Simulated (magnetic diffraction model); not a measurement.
# Solving a magnetic structure from powder neutron data: CaYbCo

Space group P-62m (no. 189), a = 7.9730 Å, c = 4.1780 Å.

```
site  atom    x       y    z
  3g    Yb    0  0.5864  1/2
  1b    Co    0       0  1/2
  2c    Co  1/3     2/3    0
  3f    Ca    0  0.2456    0
```

This is a made-up structure (elements placed in a structure type, unrelaxed), so the numbers test the method and describe no known phase.

Only Yb is taken to order (form factors of Yb3+); orders and moment sizes are assumed, and not adapted to the symmetry. Radiation: neutrons of λ = 1.594 Å, 3° to 50°; isotropic B of 0.14 Å² (Yb), 0.23 Å² (Co) and 0.2 Å² (Ca). The intensities are simulated: I ∝ L Σ (|F_N|² + |F_M⊥|²) for unpolarised neutrons, with F_M = 2.695 fm/μB × Σ f(s) S exp(2πi Q·r) exp(−B s²) at Q = H ± k (one set where k and −k are equivalent), only the part normal to Q counting and L = 1/(sin²θ cos θ). For collinear order S is the moment m, which repeats by lattice and centring translations R with the sign exp(−2πi k·R). Form factors are spin-only for 3d ions and dipole or tabulated for f ions, scattering lengths are Sears's of 1992, and absorption is left out. A label names one of the reflections at its angle. The strongest nuclear line in the range is 100, and lines under 0.2 are left out.

Above the ordering temperature:

```tsv
2θ (°)	index	I
13.26	(1 0 0)	3.3
21.99	(0 0 1)	11.6
23.07	(1 1 0)	27.5
25.77	(1 0 1)	9.3
26.70	(2 0 0)	20.9
32.08	(1 1 1)	100.0
34.85	(2 0 1)	76.4
35.56	(2 1 0)	51.3
40.52	(3 0 0)	16.2
42.21	(2 1 1)	8.3
44.86	(0 0 2)	24.5
46.58	(3 0 1)	2.2
46.98	(1 0 2)	0.6
47.14	(2 2 0)	4.2
49.19	(3 1 0)	35.3
```

Below it (cell unchanged):

```tsv
2θ (°)	I
12.80	34.4
13.26	3.3
15.88	2.7
20.74	9.2
21.99	11.6
22.80	7.1
23.07	27.5
25.77	9.3
26.46	6.5
26.70	20.9
31.21	9.3
32.08	100.0
32.66	4.0
33.94	4.0
34.85	76.4
35.29	0.7
35.39	1.1
35.56	51.3
36.68	0.2
37.85	2.6
39.08	1.9
39.17	1.1
40.52	16.2
41.44	3.9
42.21	8.3
42.66	1.1
43.78	5.5
44.79	3.9
44.86	24.5
45.87	2.1
45.95	2.3
46.58	2.2
46.98	0.6
47.14	4.2
47.96	0.5
48.98	0.2
```
(The table stops after 36 lines; 2 more lie at higher angle.)

**Question.** Check that the new lines index with k = (0 1/2 1/2), then choose among these models:
A. collinear moments along [101], 2.8 μB on Yb; signs + at (0, 0.5864, 1/2), + at (0.5864, 0, 1/2), + at (0.4136, 0.4136, 1/2)
B. collinear moments along [100], 2.8 μB on Yb; signs + at (0, 0.5864, 1/2), + at (0.5864, 0, 1/2), + at (0.4136, 0.4136, 1/2)
C. collinear moments along [101], 2.8 μB on Yb; signs + at (0, 0.5864, 1/2), − at (0.5864, 0, 1/2), − at (0.4136, 0.4136, 1/2)
D. collinear moments along [100], 2.8 μB on Yb; signs + at (0, 0.5864, 1/2), − at (0.5864, 0, 1/2), − at (0.4136, 0.4136, 1/2)

The new lines index as (0 1/2 1/2) at 12.80°, (1 -1/2 1/2) at 15.88°, (1 1/2 1/2) at 20.74° and (0 3/2 1/2) at 22.80°, that is as H ± k with k = (0 1/2 1/2), one of 3 inequivalent arms of its star (k and −k counted as one), which a powder can't tell apart. Half indices mean that the moments reverse under translations with k·R a half-integer, and the magnetic cell has twice the primitive volume.

Magnetic intensity, observed (below minus above) and for each model:

| 2θ (°) | index | observed | A | B | C | D |
| --- | --- | --- | --- | --- | --- | --- |
| 12.80 | (0 1/2 1/2) | 34.4 | 34.4 | 40.8 | 17.2 | 20.4 |
| 20.74 | (1 1/2 1/2) | 9.2 | 9.2 | 9.1 | 28.5 | 28.2 |
| 22.80 | (0 3/2 1/2) | 7.1 | 7.1 | 7.5 | 0.5 | 0.5 |
| 26.46 | (2 -1/2 1/2) | 6.5 | 6.5 | 4.2 | 1.9 | 1.2 |
| 31.21 | (1 3/2 1/2) | 9.3 | 9.3 | 9.3 | 1.2 | 1.2 |
| 35.39 | (0 5/2 1/2) | 1.1 | 1.1 | 1.2 | 8.4 | 8.6 |
| 37.85 | (1 1/2 3/2) | 2.6 | 2.6 | 3.2 | 8.2 | 9.8 |
| 43.78 | (1 5/2 1/2) | 5.5 | 5.5 | 5.5 | 0.9 | 0.9 |

Model A matches.

The structure used: k = (0 1/2 1/2), collinear moments along [101], 2.8 μB on Yb; signs + at (0, 0.5864, 1/2), + at (0.5864, 0, 1/2), + at (0.4136, 0.4136, 1/2).

[Logs are printed without paths, hosts, clocks, repeated set-up lines and the standing remarks that a program may print on its own settings, such as how far it seeks lower states.]
